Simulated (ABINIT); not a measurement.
# AlSi3 (Pm-3m): from the cell to the phonon bands, part 3 of 5

How does AlSi3 (Pm-3m) vibrate, and is this structure a minimum?

ABINIT 10.8.3; DFT PBE, scalar-relativistic, plane waves, PseudoDojo norm-conserving pseudopotentials.

So far. Step 4 (Relaxing the cell and atoms): The volume changes by +0.8 % in this run and stands +0.8 % from the first cell. Step 6 (Zone-centre response): The acoustic modes at Γ come out as far as 1.2 cm⁻¹ from zero, where they should vanish, a small numerical error. The lowest optical mode is imaginary, 40i cm⁻¹, an instability at this level and on this k mesh. The relaxed cell has a = 3.904 Å (conventional setting).

The structure was built from a prototype and need not be the compound's stable phase.

## (7) Zone-centre analysis

anaddb reads the merged derivatives and imposes the acoustic sum rule.

Contents of anaddb.abi:

```
ddb_filepath "gamma_DDB"
output_file "anaddb.abo"
outdata_prefix "anaddb"
asr 1
chneut 1
enunit 2
eivec 1
nph1l 1
qph1l 0.0 0.0 0.0 1.0
```

Contents of mrgddb.in:

```
gamma_DDB
merged
2
dfpt_gammao_DDB
gso_DDB
```

Run with:

```bash
$ mrgddb < mrgddb.in > mrgddb.log
$ OMP_NUM_THREADS=1 anaddb anaddb.abi > anaddb.log
```

anaddb.abo, the main output file:

```text
-outvars_anaddb: echo values of input variables ----------------------

 Miscellaneous information :
      enunit         2
       eivec         1
         asr         1
 First list of wavevector (reduced coord.) :
       nph1l         1
       qph1l
                     0.00000000E+00  0.00000000E+00  0.00000000E+00    1.000E+00

================================================================================

 read the DDB information and perform some checks

  ==== Info on the Cryst% object ====
 Real(R)+Recip(G) space primitive vectors, cartesian coordinates (Bohr,Bohr^-1):
 R(1)=  7.3781041  0.0000000  0.0000000  G(1)=  0.1355362  0.0000000  0.0000000
 R(2)=  0.0000000  7.3781041  0.0000000  G(2)=  0.0000000  0.1355362  0.0000000
 R(3)=  0.0000000  0.0000000  7.3781041  G(3)=  0.0000000  0.0000000  0.1355362
 Unit cell volume ucvol=  4.0163758E+02 bohr^3
 Angles (23,13,12)=  9.00000000E+01  9.00000000E+01  9.00000000E+01 degrees
 Time-reversal symmetry is present
 Reduced atomic positions [iatom, xred, symbol]:
    1)    0.0000000  0.0000000  0.0000000  Al
    2)    0.0000000  0.5000000  0.5000000  Si
    3)    0.5000000  0.0000000  0.5000000  Si
    4)    0.5000000  0.5000000  0.0000000  Si

 DDB file with 3 blocks has been read.

================================================================================

 Treat the first list of vectors

  Phonon wavevector (reduced coordinates) :  0.00000  0.00000  0.00000
 Phonon energies in Hartree :
  -1.814247E-04 -1.814247E-04 -1.814247E-04  0.000000E+00  0.000000E+00
   0.000000E+00  3.423932E-04  3.423932E-04  3.423932E-04  1.330759E-03
   1.330759E-03  1.330759E-03
 Phonon energies in meV     :
- -4.936818E+00 -4.936818E+00 -4.936818E+00  0.000000E+00  0.000000E+00
-  0.000000E+00  9.316994E+00  9.316994E+00  9.316994E+00  3.621179E+01
-  3.621179E+01  3.621179E+01
 Phonon frequencies in cm-1    :
- -3.981812E+01 -3.981812E+01 -3.981812E+01  0.000000E+00  0.000000E+00
-  0.000000E+00  7.514662E+01  7.514662E+01  7.514662E+01  2.920678E+02
-  2.920678E+02  2.920678E+02
 Phonon frequencies in Thz     :
- -1.193717E+00 -1.193717E+00 -1.193717E+00  0.000000E+00  0.000000E+00
-  0.000000E+00  2.252839E+00  2.252839E+00  2.252839E+00  8.755973E+00
-  8.755973E+00  8.755973E+00
 Phonon energies in Kelvin  :
- -5.728939E+01 -5.728939E+01 -5.728939E+01  0.000000E+00  0.000000E+00
-  0.000000E+00  1.081192E+02  1.081192E+02  1.081192E+02  4.202204E+02
-  4.202204E+02  4.202204E+02

 Eigendisplacements
 (will be given, for each mode : in cartesian coordinates
   for each atom the real part of the displacement vector,
   then the imaginary part of the displacement vector - absolute values smaller than 1.0d-7 are set to zero)
  Mode number    1   Energy   -1.814247E-04
 Attention : low frequency mode.
   (Could be unstable or acoustic mode)
-  1  0.00000000E+00  0.00000000E+00  2.42030192E-03
-     0.00000000E+00  0.00000000E+00  0.00000000E+00
-  2  0.00000000E+00  0.00000000E+00  6.45208029E-04
-     0.00000000E+00  0.00000000E+00  0.00000000E+00
-  3  0.00000000E+00  0.00000000E+00  6.45208029E-04
-     0.00000000E+00  0.00000000E+00  0.00000000E+00
-  4  0.00000000E+00  0.00000000E+00 -3.61556405E-03
-     0.00000000E+00  0.00000000E+00  0.00000000E+00
  Mode number    2   Energy   -1.814247E-04
 Attention : low frequency mode.
   (Could be unstable or acoustic mode)
-  1  0.00000000E+00 -2.42030192E-03  0.00000000E+00
-     0.00000000E+00  0.00000000E+00  0.00000000E+00
-  2  0.00000000E+00 -6.45208029E-04  0.00000000E+00
-     0.00000000E+00  0.00000000E+00  0.00000000E+00
-  3  0.00000000E+00  3.61556405E-03  0.00000000E+00
-     0.00000000E+00  0.00000000E+00  0.00000000E+00
-  4  0.00000000E+00 -6.45208029E-04  0.00000000E+00
-     0.00000000E+00  0.00000000E+00  0.00000000E+00
  Mode number    3   Energy   -1.814247E-04
 Attention : low frequency mode.
   (Could be unstable or acoustic mode)
-  1  2.42030192E-03  0.00000000E+00  0.00000000E+00
-     0.00000000E+00  0.00000000E+00  0.00000000E+00
-  2 -3.61556405E-03  0.00000000E+00  0.00000000E+00
-     0.00000000E+00  0.00000000E+00  0.00000000E+00
-  3  6.45208029E-04  0.00000000E+00  0.00000000E+00
-     0.00000000E+00  0.00000000E+00  0.00000000E+00
-  4  6.45208029E-04  0.00000000E+00  0.00000000E+00
-     0.00000000E+00  0.00000000E+00  0.00000000E+00
  Mode number    4   Energy    0.000000E+00
 Attention : low frequency mode.
   (Could be unstable or acoustic mode)
-  1  0.00000000E+00  0.00000000E+00 -2.22071223E-03
-     0.00000000E+00  0.00000000E+00  0.00000000E+00
-  2  0.00000000E+00  0.00000000E+00 -2.22071596E-03
-     0.00000000E+00  0.00000000E+00  0.00000000E+00
-  3  0.00000000E+00  0.00000000E+00 -2.22071596E-03
-     0.00000000E+00  0.00000000E+00  0.00000000E+00
-  4  0.00000000E+00  0.00000000E+00 -2.22072508E-03
-     0.00000000E+00  0.00000000E+00  0.00000000E+00
  Mode number    5   Energy    0.000000E+00
 Attention : low frequency mode.
   (Could be unstable or acoustic mode)
-  1  0.00000000E+00 -2.22071223E-03  0.00000000E+00
-     0.00000000E+00  0.00000000E+00  0.00000000E+00
-  2  0.00000000E+00 -2.22071596E-03  0.00000000E+00
-     0.00000000E+00  0.00000000E+00  0.00000000E+00
-  3  0.00000000E+00 -2.22072508E-03  0.00000000E+00
-     0.00000000E+00  0.00000000E+00  0.00000000E+00
-  4  0.00000000E+00 -2.22071596E-03  0.00000000E+00
-     0.00000000E+00  0.00000000E+00  0.00000000E+00
  Mode number    6   Energy    0.000000E+00
 Attention : low frequency mode.
   (Could be unstable or acoustic mode)
-  1  2.22071223E-03  0.00000000E+00  0.00000000E+00
-     0.00000000E+00  0.00000000E+00  0.00000000E+00
-  2  2.22072508E-03  0.00000000E+00  0.00000000E+00
-     0.00000000E+00  0.00000000E+00  0.00000000E+00
-  3  2.22071596E-03  0.00000000E+00  0.00000000E+00
-     0.00000000E+00  0.00000000E+00  0.00000000E+00
-  4  2.22071596E-03  0.00000000E+00  0.00000000E+00
-     0.00000000E+00  0.00000000E+00  0.00000000E+00
  Mode number    7   Energy    3.423932E-04
-  1  0.00000000E+00  0.00000000E+00  0.00000000E+00
-     0.00000000E+00  0.00000000E+00  0.00000000E+00
-  2  0.00000000E+00  2.52917581E-07 -3.12509965E-03
-     0.00000000E+00  0.00000000E+00  0.00000000E+00
-  3  0.00000000E+00  0.00000000E+00  3.12509965E-03
-     0.00000000E+00  0.00000000E+00  0.00000000E+00
-  4  0.00000000E+00 -2.52917581E-07  0.00000000E+00
-     0.00000000E+00  0.00000000E+00  0.00000000E+00
  Mode number    8   Energy    3.423932E-04
-  1  0.00000000E+00  0.00000000E+00  0.00000000E+00
-     0.00000000E+00  0.00000000E+00  0.00000000E+00
-  2  0.00000000E+00  3.12509965E-03  2.52917584E-07
-     0.00000000E+00  0.00000000E+00  0.00000000E+00
-  3  0.00000000E+00  0.00000000E+00 -2.52917584E-07
-     0.00000000E+00  0.00000000E+00  0.00000000E+00
-  4  0.00000000E+00 -3.12509965E-03  0.00000000E+00
-     0.00000000E+00  0.00000000E+00  0.00000000E+00
  Mode number    9   Energy    3.423932E-04
-  1  0.00000000E+00  0.00000000E+00  0.00000000E+00
-     0.00000000E+00  0.00000000E+00  0.00000000E+00
-  2  0.00000000E+00  0.00000000E+00  0.00000000E+00
-     0.00000000E+00  0.00000000E+00  0.00000000E+00
-  3  3.12509966E-03  0.00000000E+00  0.00000000E+00
-     0.00000000E+00  0.00000000E+00  0.00000000E+00
-  4 -3.12509966E-03  0.00000000E+00  0.00000000E+00
-     0.00000000E+00  0.00000000E+00  0.00000000E+00
  Mode number   10   Energy    1.330759E-03
-  1  0.00000000E+00  0.00000000E+00 -3.08905354E-03
-     0.00000000E+00  0.00000000E+00  0.00000000E+00
-  2  0.00000000E+00  0.00000000E+00  2.10199313E-03
-     0.00000000E+00  0.00000000E+00  0.00000000E+00
-  3  0.00000000E+00  0.00000000E+00  2.10199313E-03
-     0.00000000E+00  0.00000000E+00  0.00000000E+00
-  4  0.00000000E+00  0.00000000E+00 -1.23635450E-03
-     0.00000000E+00  0.00000000E+00  0.00000000E+00
  Mode number   11   Energy    1.330759E-03
-  1  0.00000000E+00  3.08905354E-03  0.00000000E+00
-     0.00000000E+00  0.00000000E+00  0.00000000E+00
-  2  0.00000000E+00 -2.10199313E-03  0.00000000E+00
-     0.00000000E+00  0.00000000E+00  0.00000000E+00
-  3  0.00000000E+00  1.23635450E-03  0.00000000E+00
-     0.00000000E+00  0.00000000E+00  0.00000000E+00
-  4  0.00000000E+00 -2.10199313E-03  0.00000000E+00
-     0.00000000E+00  0.00000000E+00  0.00000000E+00
  Mode number   12   Energy    1.330759E-03
-  1  3.08905354E-03  0.00000000E+00  0.00000000E+00
-     0.00000000E+00  0.00000000E+00  0.00000000E+00
-  2  1.23635450E-03  0.00000000E+00  0.00000000E+00
-     0.00000000E+00  0.00000000E+00  0.00000000E+00
-  3 -2.10199313E-03  0.00000000E+00  0.00000000E+00
-     0.00000000E+00  0.00000000E+00  0.00000000E+00
-  4 -2.10199313E-03  0.00000000E+00  0.00000000E+00
-     0.00000000E+00  0.00000000E+00  0.00000000E+00

 Analysis of degeneracies and characters (maximum tolerance=1.00E-06 a.u.)
 For each vibration mode, or group of modes if degenerate,
 the characters are given for each symmetry operation (see the list in the log file).
 Symmetry characters of vibration mode #   1
       degenerate with vibration modes #   2 to    3
  3.0 -3.0 -1.0  1.0 -1.0  1.0 -1.0  1.0  1.0 -1.0 -1.0  1.0  1.0 -1.0 -1.0  1.0
 -0.0  0.0 -0.0  0.0 -0.0  0.0  0.0 -0.0  1.0 -1.0 -1.0  1.0 -1.0  1.0  1.0 -1.0
 -0.0  0.0 -0.0  0.0  0.0 -0.0 -0.0  0.0  1.0 -1.0  1.0 -1.0 -1.0  1.0 -1.0  1.0
 Symmetry characters of vibration mode #   4
       degenerate with vibration modes #   5 to    6
  3.0 -3.0 -1.0  1.0 -1.0  1.0 -1.0  1.0  1.0 -1.0 -1.0  1.0  1.0 -1.0 -1.0  1.0
  0.0 -0.0  0.0 -0.0 -0.0  0.0 -0.0  0.0  1.0 -1.0 -1.0  1.0 -1.0  1.0  1.0 -1.0
  0.0 -0.0 -0.0  0.0 -0.0  0.0  0.0 -0.0  1.0 -1.0  1.0 -1.0 -1.0  1.0 -1.0  1.0
 Symmetry characters of vibration mode #   7
       degenerate with vibration modes #   8 to    9
  3.0 -3.0 -1.0  1.0 -1.0  1.0 -1.0  1.0 -1.0  1.0  1.0 -1.0 -1.0  1.0  1.0 -1.0
  0.0 -0.0 -0.0  0.0  0.0 -0.0 -0.0  0.0 -1.0  1.0  1.0 -1.0  1.0 -1.0 -1.0  1.0
  0.0 -0.0  0.0 -0.0 -0.0  0.0 -0.0  0.0 -1.0  1.0 -1.0  1.0  1.0 -1.0  1.0 -1.0
 Symmetry characters of vibration mode #  10
       degenerate with vibration modes #  11 to   12
  3.0 -3.0 -1.0  1.0 -1.0  1.0 -1.0  1.0  1.0 -1.0 -1.0  1.0  1.0 -1.0 -1.0  1.0
  0.0 -0.0 -0.0  0.0  0.0 -0.0 -0.0  0.0  1.0 -1.0 -1.0  1.0 -1.0  1.0  1.0 -1.0
  0.0 -0.0  0.0 -0.0 -0.0  0.0 -0.0  0.0  1.0 -1.0  1.0 -1.0 -1.0  1.0 -1.0  1.0
-
```

It took 0.51 s on 1 thread of Arm Neoverse V1, shared host.

Numbers from this step:

```yaml
lowest_optical_zone_centre_mode: -39.82 cm⁻¹
```

No LO-TO term; unit eigenvectors of the mass-weighted matrix, from anaddb's displacements. The modes at Γ (shares of kinetic energy by element, %) (negative means imaginary):

```tsv
mode	frequency (cm⁻¹)	symmetry	Al %	Si %
1	-39.8	T1u	29	71
2	-39.8	T1u	29	71
3	-39.8	T1u	29	71
4	0.0	acoustic	24	76
5	0.0	acoustic	24	76
6	0.0	acoustic	24	76
7	75.1	T2u	0	100
8	75.1	T2u	0	100
9	75.1	T2u	0	100
10	292.1	T1u	47	53
11	292.1	T1u	47	53
12	292.1	T1u	47	53
```

Displacements in mode 2 (-39.8 cm⁻¹), the largest set to 1:
```
Al1  0.00 -0.67  0.00
Si2  0.00 -0.18  0.00
Si3  0.00  1.00  0.00
Si4  0.00 -0.18  0.00
```

Displacements in mode 11 (292.1 cm⁻¹), the largest set to 1:
```
Al1  0.00  1.00  0.00
Si2  0.00 -0.68  0.00
Si3  0.00  0.40  0.00
Si4  0.00 -0.68  0.00
```

The rule moves no optical mode by more than 0.1 cm⁻¹.

(Part 3 of 5 ends here.)

[Host names and launcher messages were left out of these logs when they were recorded.]

[Logs are printed without paths, hosts, clocks, repeated set-up lines and the standing remarks that a program may print on its own settings, such as how far it seeks lower states.]

[Hosts, paths, dates, database ids (printed as entryN), source tags and the programs' standing remarks are cut or masked in the printed files.]
